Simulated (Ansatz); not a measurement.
# From LDA to G0W0: ScBiO3 (C2/c)

Wanted: the gap of ScBiO3 (C2/c) with a many-body correction, and the time that it takes.

Calculated with Ansatz 0.2.0; LDA, then G0W0 on it, plane waves, PAW.

Report form: the programs' logs are mostly left out.

In doubt: masses and optical values from hybrid runs of this build are listed as unsure (in some of the runs), which bears on the screening that GW takes from such a start.

### Step 1. Set-up

It takes space group C2/c (No. 15, monoclinic). Conventional cell: a = 9.981 Å, b = 5.894 Å, c = 10.143 Å, α = 90.00°, β = 108.92°, γ = 90.00°. Nearest to Sc lie 6 O at 2.10 to 2.15 Å. Nearest to Sc lie 6 O at 2.08 to 2.19 Å. Bi has 4 O at 2.21 to 2.51 Å nearest. O has 2 Sc at 2.10 to 2.19 Å and 1 Bi at 2.21 Å nearest. Nearest to O lie 2 Sc at 2.14 to 2.15 Å and 2 Bi at 2.25 to 2.51 Å. Nearest to O lie 2 Sc at 2.08 to 2.15 Å and 1 Bi at 2.25 Å. Farther neighbours and most contacts between anions are not listed.

The start is the Materials Project's (PBE, PBE+U or r2SCAN) relaxed structure. Spin-orbit coupling is left out unless a step names it.

The logs state that the PAW files were generated under PBE.

### Step 2. Relaxation

The structure is relaxed first.

This step: DFT, LDA, plane waves, PAW; PAW set soft_1.

File input.yaml:

```yaml
crystal:
  lattice:
    - [4.990429, -2.946812, 0.0]
    - [4.990429, 2.946812, 0.0]
    - [-3.288007, 0.0, 9.594851]
  atoms:
    - { symbol: Sc, position: [0.5, 0.0, 0.0] }
    - { symbol: Sc, position: [0.749547, 0.250453, 0.75] }
    - { symbol: Sc, position: [0.0, 0.5, 0.5] }
    - { symbol: Sc, position: [0.250453, 0.749547, 0.25] }
    - { symbol: Bi, position: [0.313459, 0.953512, 0.633345] }
    - { symbol: Bi, position: [0.953512, 0.313459, 0.133345] }
    - { symbol: Bi, position: [0.686541, 0.046488, 0.366655] }
    - { symbol: Bi, position: [0.046488, 0.686541, 0.866655] }
    - { symbol: O, position: [0.175228, 0.1171, 0.836471] }
    - { symbol: O, position: [0.731403, 0.106728, 0.918708] }
    - { symbol: O, position: [0.628381, 0.68746, 0.363953] }
    - { symbol: O, position: [0.8829, 0.824772, 0.663529] }
    - { symbol: O, position: [0.31254, 0.371619, 0.136047] }
    - { symbol: O, position: [0.371619, 0.31254, 0.636047] }
    - { symbol: O, position: [0.106728, 0.731403, 0.418708] }
    - { symbol: O, position: [0.893272, 0.268597, 0.581292] }
    - { symbol: O, position: [0.824772, 0.8829, 0.163529] }
    - { symbol: O, position: [0.68746, 0.628381, 0.863953] }
    - { symbol: O, position: [0.268597, 0.893272, 0.081292] }
    - { symbol: O, position: [0.1171, 0.175228, 0.336471] }
kpoints:
  mp_grid: { grid: [4, 4, 2] }
hamiltonian:
  xc: lda
  pseudopotentials: { kind: paw, azcp: { folder: soft_1 }, xc_functional: pbe }
scf:
  occupations: { method: fermi_dirac, width: 0.02 }
relax:
  f_tol: 0.02
  max_steps: 60
```

Started as:

```console
$ ansatz run input.yaml --threads 24 --pin off --max-ram 82944MiB --backend cuda --events-out ev --progress --plain --runs-dir out --devices 1 --max-vram 78GiB
```

Wall time 2.6 s (1 × NVIDIA GB200 (shared by 2 runs) with 24 threads of Arm Neoverse V2, shared host); peak memory 1.1 GiB.

Relaxation path:

| step | energy less that of the first step (eV) | largest force component (eV/Å) |
| --- | --- | --- |
| 1 | 0.0000 | 0.5696 |
| 2 | -0.0795 | 0.2033 |
| 3 | -0.1029 | 0.0685 |
| 4 | -0.1055 | 0.0291 |
| 5 | -0.1068 | 0.0283 |
| 6 | -0.1071 | 0.0029 |

The run keeps the 4 symmetry operations that it works with, so distortions that break them were not tested.

The atoms that moved most (Å):

| atom | dx | dy | dz | length |
| --- | --- | --- | --- | --- |
| Bi8 | -0.019 | 0.059 | -0.042 | 0.075 |
| Bi6 | 0.019 | -0.059 | 0.042 | 0.075 |
| Bi5 | 0.019 | 0.059 | 0.042 | 0.075 |
| Bi7 | -0.019 | -0.059 | -0.042 | 0.075 |
| O14 | -0.021 | 0.006 | 0.017 | 0.028 |
| O18 | 0.021 | 0.006 | -0.017 | 0.028 |
| O13 | -0.021 | -0.006 | 0.017 | 0.028 |
| O11 | 0.021 | -0.006 | -0.017 | 0.028 |

Final coordinates:

```cif
data_structure
_symmetry_space_group_name_H-M 'P 1'
_symmetry_Int_Tables_number 1
_cell_length_a 5.7955
_cell_length_b 5.7955
_cell_length_c 10.1426
_cell_angle_alpha 106.209
_cell_angle_beta 106.209
_cell_angle_gamma 61.123
_cell_volume 282.20
loop_
_atom_site_label
_atom_site_type_symbol
_atom_site_fract_x
_atom_site_fract_y
_atom_site_fract_z
_atom_site_occupancy
Sc1 Sc 0.50000 0.00000 0.00000 1
Sc2 Sc 0.74677 0.25323 0.75000 1
Sc3 Sc 0.00000 0.50000 0.50000 1
Sc4 Sc 0.25323 0.74677 0.25000 1
Bi5 Bi 0.30681 0.96683 0.63774 1
Bi6 Bi 0.96683 0.30681 0.13774 1
Bi7 Bi 0.69319 0.03317 0.36226 1
Bi8 Bi 0.03317 0.69319 0.86226 1
O9 O 0.17331 0.11889 0.83776 1
O10 O 0.73103 0.10427 0.91612 1
O11 O 0.63091 0.68785 0.36213 1
O12 O 0.88111 0.82669 0.66224 1
O13 O 0.31215 0.36909 0.13787 1
O14 O 0.36909 0.31215 0.63787 1
O15 O 0.10427 0.73103 0.41612 1
O16 O 0.89573 0.26897 0.58388 1
O17 O 0.82669 0.88111 0.16224 1
O18 O 0.68785 0.63091 0.86213 1
O19 O 0.26897 0.89573 0.08388 1
O20 O 0.11889 0.17331 0.33776 1
```

### Step 3. The LDA band structure

Levels along a band path and on the mesh show where this functional puts the band edges.

File input.yaml:

```yaml
crystal:
  lattice:
    - [4.990429, -2.946812, 0.0]
    - [4.990429, 2.946812, 0.0]
    - [-3.288007, 0.0, 9.594851]
  atoms:
    - { symbol: Sc, position: [0.5, 0.0, 0.0] }
    - { symbol: Sc, position: [0.7467744295, 0.2532255705, 0.75] }
    - { symbol: Sc, position: [0.0, 0.5, 0.5] }
    - { symbol: Sc, position: [0.2532255705, 0.7467744295, 0.25] }
    - { symbol: Bi, position: [0.3068079702, 0.9668261159, 0.6377382856] }
    - { symbol: Bi, position: [0.9668261159, 0.3068079702, 0.1377382856] }
    - { symbol: Bi, position: [0.6931920298, 0.0331738841, 0.3622617144] }
    - { symbol: Bi, position: [0.0331738841, 0.6931920298, 0.8622617144] }
    - { symbol: O, position: [0.1733092497, 0.1188896856, 0.8377623058] }
    - { symbol: O, position: [0.7310255316, 0.1042719339, 0.9161184122] }
    - { symbol: O, position: [0.6309143319, 0.687847841, 0.3621311594] }
    - { symbol: O, position: [0.8811103144, 0.8266907503, 0.6622376942] }
    - { symbol: O, position: [0.312152159, 0.3690856681, 0.1378688406] }
    - { symbol: O, position: [0.3690856681, 0.312152159, 0.6378688406] }
    - { symbol: O, position: [0.1042719339, 0.7310255316, 0.4161184122] }
    - { symbol: O, position: [0.8957280661, 0.2689744684, 0.5838815878] }
    - { symbol: O, position: [0.8266907503, 0.8811103144, 0.1622376942] }
    - { symbol: O, position: [0.687847841, 0.6309143319, 0.8621311594] }
    - { symbol: O, position: [0.2689744684, 0.8957280661, 0.0838815878] }
    - { symbol: O, position: [0.1188896856, 0.1733092497, 0.3377623058] }
kpoints:
  mp_grid: { grid: [6, 6, 4] }
  band_path:
    path:
      - [[0.0, 0.0, 0.0], [-0.34740707, 0.34740707, 0.0]]
      - [[-0.65259293, -0.34740707, 0.0], [-0.5, -0.5, 0.0], [0.0, 0.0, 0.0], [-0.5, -0.5, 0.5], [-0.68366665, -0.31633335, 0.5]]
      - [[-0.31633335, 0.31633335, 0.5], [0.0, 0.0, 0.5], [0.0, 0.0, 0.0]]
      - [[-0.5, 0.0, 0.5], [0.0, 0.0, 0.0], [-0.5, 0.0, 0.0]]
    npoints: 10
hamiltonian:
  xc: lda
  pseudopotentials: { kind: paw, azcp: { folder: soft_1 }, xc_functional: pbe }
scf:
  occupations: { method: fermi_dirac, width: 0.02 }
  n_extra_bands: 10
output:
  eigenvalues: true
  forces: true
  stress: true
```

The job ended after 3.6 s (1 × NVIDIA GB200 (shared by 2 runs) with 24 threads; peak memory 1.1 GiB).

This step gave:

```
pressure             : -7.283 GPa
filled bands         : 88
gap                  : 2.832 eV
valence top at       : L_2
conduction bottom at : Y_2
least direct gap     : 2.990 eV
```

Over mesh and path the gap is 2.832 eV, from k = (-0.500, 0.000, 0.500) to k = (-0.500, -0.500, 0.000). The least direct gap found is 2.990 eV, at k = (-0.531, -0.469, 0.000). The pressure in this cell is -7 GPa; the cell is kept.

The electronic bands at the labelled points (eV, zero at the top of the highest nominally filled band):

| point | band 85 | band 86 | band 87 | band 88 | band 89 | band 90 | band 91 | band 92 |
| --- | --- | --- | --- | --- | --- | --- | --- | --- |
| Γ | -0.39 | -0.38 | -0.35 | -0.31 | 3.50 | 3.77 | 4.12 | 4.20 |
| halfway | -0.47 | -0.41 | -0.24 | -0.19 | 3.90 | 3.93 | 4.15 | 4.26 |
| C | -0.47 | -0.41 | -0.19 | -0.06 | 3.31 | 3.79 | 3.90 | 4.17 |
| jump to C2 | -0.47 | -0.41 | -0.19 | -0.06 | 3.31 | 3.79 | 3.90 | 4.17 |
| halfway | -0.54 | -0.46 | -0.26 | -0.07 | 2.98 | 3.59 | 3.62 | 4.28 |
| Y2 | -0.54 | -0.30 | -0.27 | -0.17 | 2.83 | 3.49 | 3.50 | 4.26 |
| halfway | -0.53 | -0.37 | -0.33 | -0.09 | 3.35 | 3.95 | 4.16 | 4.24 |
| Γ | -0.39 | -0.38 | -0.35 | -0.31 | 3.50 | 3.77 | 4.12 | 4.20 |
| halfway | -0.57 | -0.45 | -0.28 | -0.13 | 3.55 | 3.93 | 4.14 | 4.30 |
| M2 | -0.51 | -0.51 | -0.19 | -0.19 | 3.34 | 3.34 | 3.84 | 3.84 |
| halfway | -0.37 | -0.37 | -0.22 | -0.22 | 3.47 | 3.47 | 3.94 | 3.94 |
| D | -0.31 | -0.31 | -0.17 | -0.17 | 3.63 | 3.63 | 4.06 | 4.06 |
| jump to D2 | -0.31 | -0.31 | -0.17 | -0.17 | 3.63 | 3.63 | 4.06 | 4.06 |
| halfway | -0.43 | -0.43 | -0.12 | -0.12 | 4.05 | 4.05 | 4.32 | 4.32 |
| A | -0.39 | -0.39 | -0.15 | -0.15 | 4.19 | 4.19 | 4.31 | 4.31 |
| halfway | -0.41 | -0.38 | -0.31 | -0.21 | 3.75 | 3.96 | 4.19 | 4.26 |
| Γ | -0.39 | -0.38 | -0.35 | -0.31 | 3.50 | 3.77 | 4.12 | 4.20 |
| jump to L2 | -0.65 | -0.18 | -0.15 | 0.00 | 3.20 | 3.72 | 3.77 | 4.28 |
| halfway | -0.49 | -0.35 | -0.25 | -0.20 | 3.80 | 3.95 | 4.15 | 4.35 |
| Γ | -0.39 | -0.38 | -0.35 | -0.31 | 3.50 | 3.77 | 4.12 | 4.20 |
| halfway | -0.49 | -0.43 | -0.34 | -0.14 | 3.74 | 3.90 | 4.13 | 4.36 |
| V2 | -0.45 | -0.37 | -0.15 | -0.05 | 3.40 | 3.65 | 4.04 | 4.11 |

### Step 4. The quasiparticle correction

G0W0 replaces the xc potential by a self-energy built once from the orbitals of the start. Levels are corrected in the window of bands that the input names, at points of the mesh.

This step: G0W0 on LDA, plane waves, PAW; PAW set soft_1.

input.yaml, as its differences from that of step 3:

```diff
@@ -27,10 +27,3 @@
 kpoints:
-  mp_grid: { grid: [6, 6, 4] }
-  band_path:
-    path:
-      - [[0.0, 0.0, 0.0], [-0.34740707, 0.34740707, 0.0]]
-      - [[-0.65259293, -0.34740707, 0.0], [-0.5, -0.5, 0.0], [0.0, 0.0, 0.0], [-0.5, -0.5, 0.5], [-0.68366665, -0.31633335, 0.5]]
-      - [[-0.31633335, 0.31633335, 0.5], [0.0, 0.0, 0.5], [0.0, 0.0, 0.0]]
-      - [[-0.5, 0.0, 0.5], [0.0, 0.0, 0.0], [-0.5, 0.0, 0.0]]
-    npoints: 10
+  mp_grid: { grid: [4, 4, 2] }
 hamiltonian:
@@ -39,7 +32,8 @@
 scf:
-  occupations: { method: fermi_dirac, width: 0.02 }
-  n_extra_bands: 10
-output:
-  eigenvalues: true
-  forces: true
-  stress: true
+  occupations: { method: fixed }
+gw:
+  n_empty_bands: 949
+  ecut_chi: 130.0
+  qp_bands: [v4, c4]
+  qp_kpoints: band_edges
+  screening: { model: contour_deformation }
```

Elapsed: 58 s, on 1 × NVIDIA GB200 (shared by 2 runs) with 24 threads; peak memory 4.8 GiB; 2.6 min of CPU time.

This step gave:

```
bands summed                                    : 1037
RPA ε∞ on this mesh (eigenvalues)               : 5.189, 5.547, 5.771
plane waves in the screening matrix             : 965
q-points in the mesh                            : 32
G0W0 gap over the corrected points              : 3.848 eV
k of the valence top                            : 0, -0.5, -0.5
k of the conduction bottom                      : -0.5, -0.5, 0
starting gap on the mesh                        : 2.832 eV
Z at the valence top                            : 0.7462
Z at the conduction bottom                      : 0.8045
least direct G0W0 gap over the corrected points : 4.041 eV
```

Over all 14 irreducible mesh points the G0W0 gap is 3.848 eV, from k = (0.000, -0.500, -0.500) to k = (-0.500, -0.500, 0.000). The LDA gap of this run on the mesh is 2.832 eV. The two states that bound the G0W0 gap lie that far apart at the start, so the correction of the gap is 3.848 − 2.832 = +1.016 eV. The start of this run differs from the step before in mesh (6×6×4 and 4×4×2).

Labels follow the order of the start: v1 is the top filled band, c1 the lowest empty one; levels that stay degenerate share a row, the window can cut a multiplet, doubted levels are not marked in this list, bands outside the window were not corrected, and the list may be a part of the corrected levels. The levels before and after the correction (eV, zero at the valence-band top of each column):

|  | conduction bottom | valence top |
| --- | --- | --- |
| Kohn-Sham | 2.83 | 0.00 |
| G0W0 | 3.85 | 0.00 |

|  | level | occupation | energy (eV) |
| --- | --- | --- | --- |
| Kohn-Sham | (0 -0.5 -0.5) v3 | 2 | -0.179 |
| Kohn-Sham | (0 -0.5 -0.5) v2 | 2 | -0.149 |
| Kohn-Sham | (0 -0.5 -0.5) v1 | 2 | 0.000 |
| Kohn-Sham | (0 -0.5 -0.5) c1 | 0 | 3.199 |
| Kohn-Sham | (0 -0.5 -0.5) c2 | 0 | 3.724 |
| Kohn-Sham | (0 -0.5 -0.5) c3 | 0 | 3.769 |
| Kohn-Sham | (-0.5 -0.5 0) v3 | 2 | -0.297 |
| Kohn-Sham | (-0.5 -0.5 0) v2 | 2 | -0.271 |
| Kohn-Sham | (-0.5 -0.5 0) v1 | 2 | -0.168 |
| Kohn-Sham | (-0.5 -0.5 0) c1 | 0 | 2.832 |
| Kohn-Sham | (-0.5 -0.5 0) c2 | 0 | 3.492 |
| Kohn-Sham | (-0.5 -0.5 0) c3 | 0 | 3.498 |
| G0W0 | (0 -0.5 -0.5) v3 | 2 | -0.190 |
| G0W0 | (0 -0.5 -0.5) v2 | 2 | -0.169 |
| G0W0 | (0 -0.5 -0.5) v1 | 2 | 0.000 |
| G0W0 | (0 -0.5 -0.5) c1 | 0 | 4.347 |
| G0W0 | (0 -0.5 -0.5) c2 | 0 | 4.932 |
| G0W0 | (0 -0.5 -0.5) c3 | 0 | 5.013 |
| G0W0 | (-0.5 -0.5 0) v3 | 2 | -0.314 |
| G0W0 | (-0.5 -0.5 0) v2 | 2 | -0.329 |
| G0W0 | (-0.5 -0.5 0) v1 | 2 | -0.194 |
| G0W0 | (-0.5 -0.5 0) c1 | 0 | 3.848 |
| G0W0 | (-0.5 -0.5 0) c2 | 0 | 4.811 |
| G0W0 | (-0.5 -0.5 0) c3 | 0 | 4.601 |

The parts of the quasiparticle energy for the two states that bound the G0W0 gap, in eV on the run's own scale (QP = start + Σx + Σc − Vxc, with Σc at the quasiparticle energy):

| edge | k | band | start | Σx | Σc | Vxc | Z | QP |
| --- | --- | --- | --- | --- | --- | --- | --- | --- |
| valence top | (0.000, -0.500, -0.500) | 88 | 8.504 | −24.060 | 3.325 | −20.505 | 0.746 | 8.274 |
| conduction bottom | (-0.500, -0.500, 0.000) | 89 | 11.335 | −10.502 | −3.433 | −14.721 | 0.804 | 12.122 |

### Step 5. Spin-orbit coupling in LDA

This run has two-component orbitals with spin-orbit coupling.

This step: DFT, LDA with spin-orbit coupling, plane waves, PAW; PAW set soft_1.

input.yaml, as its differences from that of step 4:

```diff
@@ -27,13 +27,28 @@
 kpoints:
-  mp_grid: { grid: [4, 4, 2] }
+  mp_grid: { grid: [6, 6, 4] }
+  band_path:
+    path:
+      - [0.0, 0.0, 0.0]
+      - [-0.34740707, 0.34740707, 0.0]
+      - [-0.65259293, -0.34740707, 0.0]
+      - [-0.5, -0.5, 0.0]
+      - [-0.5, -0.5, 0.5]
+      - [-0.68366665, -0.31633335, 0.5]
+      - [-0.31633335, 0.31633335, 0.5]
+      - [0.0, 0.0, 0.5]
+      - [-0.5, 0.0, 0.5]
+      - [-0.530518586, -0.469481414, 0.0]
+    npoints: 1
 hamiltonian:
   xc: lda
-  pseudopotentials: { kind: paw, azcp: { folder: soft_1 }, xc_functional: pbe }
+  pseudopotentials: { kind: paw_fr, azcp: { folder: soft_1 }, xc_functional: pbe }
 scf:
   occupations: { method: fixed }
-gw:
-  n_empty_bands: 949
-  ecut_chi: 130.0
-  qp_bands: [v4, c4]
-  qp_kpoints: band_edges
-  screening: { model: contour_deformation }
+  n_extra_bands: 20
+magnetization:
+  noncollinear: true
+  spin_orbit: true
+output:
+  eigenvalues: true
+  forces: true
+  stress: true
```

Run time: 4.7 s. Hardware: 1 × NVIDIA GB200 (shared by 2 runs) with 24 threads; peak memory 2 GiB.

This step gave:

| Item | Value |
| --- | --- |
| pressure | -7.072 GPa |
| gap | 2.560 eV |
| valence top at | k = (-0.500, 0.000, 0.500) |
| conduction bottom at | Y_2 |
| least direct gap | 2.716 eV |

Over mesh and listed points the gap is 2.560 eV, from k = (-0.500, 0.000, 0.500) to k = (-0.500, -0.500, 0.000). The least direct gap found is 2.716 eV, at k = (-0.531, -0.469, 0.000). The pressure in this cell is -7 GPa; the cell is kept. LDA+SOC against LDA: 2.560 − 2.832 = −0.272 eV, with the same mesh, set of files (read in its fully relativistic form for the spin-orbit run) and cutoff, and both edges at the same k points. The spin-orbit run sees mesh and listed points alone, so its gap is an upper bound: the coupling can move an edge off these points, and the change over the zone, its sign included where it is small, is not known.

### Step 6. The runs together

Each gap is the least one over the points named; times are wall times on shared hosts, not benchmarks. A G0W0 time includes the run's own self-consistent start. Runs with listed points see these and the mesh alone, so an edge that moves elsewhere is missed. Rows marked * are further runs, not shown as steps, whose inputs differ from the G0W0 step on the same start in the columns given; solver thresholds can differ too. Symmetry makes (-0.500, 0.000, 0.500) and (0.000, -0.500, -0.500) one point.

| level | mesh | files, cutoff | bands summed, screening | points | gap (eV) | valence top | conduction bottom | least direct gap (eV) | time |
| --- | --- | --- | --- | --- | --- | --- | --- | --- | --- |
| LDA | 6×6×4 | soft_1 PAW, 420 eV | - | mesh and path | 2.832 | (-0.500, 0.000, 0.500) | (-0.500, -0.500, 0.000) | 2.990 | 3.6 s |
| LDA+SOC | 6×6×4 | soft_1 PAW, 420 eV | - | mesh and listed points | 2.560 | (-0.500, 0.000, 0.500) | (-0.500, -0.500, 0.000) | 2.716 | 4.7 s |
| G0W0@LDA* | 4×4×2 | soft_1 PAW, 420 eV | 244, 39 eV | all 14 irreducible mesh points | 3.810 | (0.000, -0.500, -0.500) | (-0.500, -0.500, 0.000) | 4.010 | 12 s |
| G0W0@LDA* | 4×4×2 | soft_1 PAW, 420 eV | 529, 78 eV | all 14 irreducible mesh points | 3.751 | (0.000, -0.500, -0.500) | (-0.500, -0.500, 0.000) | 3.947 | 18 s |
| G0W0@LDA | 4×4×2 | soft_1 PAW, 420 eV | 1037, 130 eV | all 14 irreducible mesh points | 3.848 | (0.000, -0.500, -0.500) | (-0.500, -0.500, 0.000) | 4.041 | 58 s |
| G0W0@LDA* | 2×2×2 | soft_1 PAW, 420 eV | 529, 78 eV | all 6 irreducible mesh points | 3.726 | (0.000, -0.500, -0.500) | (-0.500, -0.500, 0.000) | 3.920 | 6.1 s |

### Step 7. What came out

```json
{"LDA gap over mesh and path": "2.832 eV, from k = (-0.500, 0.000, 0.500) to k = (-0.500, -0.500, 0.000)", "G0W0@LDA gap over all 14 irreducible mesh points": "3.848 eV, from k = (0.000, -0.500, -0.500) to k = (-0.500, -0.500, 0.000)", "LDA+SOC gap over mesh and listed points": "2.560 eV", "GW settings": "4×4×2 mesh, 949 empty bands, screening to 130 eV, PAW set soft_1 files", "known limits": "finite bands, screening cutoff and k mesh; no spin-orbit coupling in G0W0; screening cutoff under 40 eV in some runs"}
```

In words: Over all 14 irreducible mesh points the G0W0 gap is 3.848 eV, from k = (0.000, -0.500, -0.500) to k = (-0.500, -0.500, 0.000). The LDA gap of this run on the mesh is 2.832 eV. The two states that bound the G0W0 gap lie that far apart at the start, so the correction of the gap is 3.848 − 2.832 = +1.016 eV. The valence state moves by 8.274 − 8.504 = −0.230 eV and the conduction state by 12.122 − 11.335 = +0.787 eV, on the run's own scale; with 244 bands the edge states move by +0.238 and +1.217 eV, so the split between the edges depends on the bands and cutoff. Both edges that LDA shows over mesh and path lie at k points where levels were corrected. Levels at other points were not corrected, so a lower G0W0 gap elsewhere in the zone is not ruled out. From 244 bands and 39 eV to 1037 bands and 130 eV the gap moves by 3.848 − 3.810 = +0.038 eV (rung by rung 3.810, 3.751, 3.848 eV); bands and screening cutoff rise together, so their parts are not told apart. The gap turns back along the series (3.810, 3.751, 3.848 eV), so no line is drawn and the limit is not known. With the 2×2×2 mesh in place of the 4×4×2 mesh and all else as in the G0W0@LDA row with 529 bands, the gap differs by 3.726 − 3.751 = −0.025 eV, and that of the start by 2.824 − 2.832 = −0.008 eV. G0W0 on other starts in this series, not shown as steps and not all at these settings: 4.235 eV on HSE06 (4×4×2, soft_1 PAW, 529 bands, 78 eV). LDA+SOC against LDA: 2.560 − 2.832 = −0.272 eV, with the same mesh, set of files (read in its fully relativistic form for the spin-orbit run) and cutoff, and both edges at the same k points. The spin-orbit run sees mesh and listed points alone, so its gap is an upper bound: the coupling can move an edge off these points, and the change over the zone, its sign included where it is small, is not known. What spin-orbit coupling does to the G0W0 levels was not computed, so no sum with the G0W0 gap is formed. The G0W0 runs are scalar-relativistic. G0W0 is shown with one set of atomic data (soft_1 PAW), so the error from the files is not known here. A screening cutoff under 40 eV is crude: G0W0@LDA with 244 bands at 39 eV.

[Paths, hosts, dates, memory and timing lines, banners, echoed tables and standing remarks are left out of the program output.]

[Logs are printed without paths, hosts, clocks, repeated set-up lines and the standing remarks that a program may print on its own settings, such as how far it seeks lower states.]

[Runs of the session that timed out or met a known fault of the program may be left out.]

[Cells called generated may have been cut or substituted from an entry of the Crystallography Open Database or the Materials Project.]

[Hosts, paths, dates, database ids (printed as entryN), source tags and the programs' standing remarks are cut or masked in the printed files.]

[Where an RPA ε∞ is given, it is that of the G0W0 mesh and is not shown converged in it. Names of k-points follow the symmetry that the program found, which can be lower than the space group named. Band edges on a path are those of the sampled points; other points can move an edge, and change direct to indirect where valleys lie close.]

[Hybrid gaps are those of their k-mesh and are not shown converged in it.]
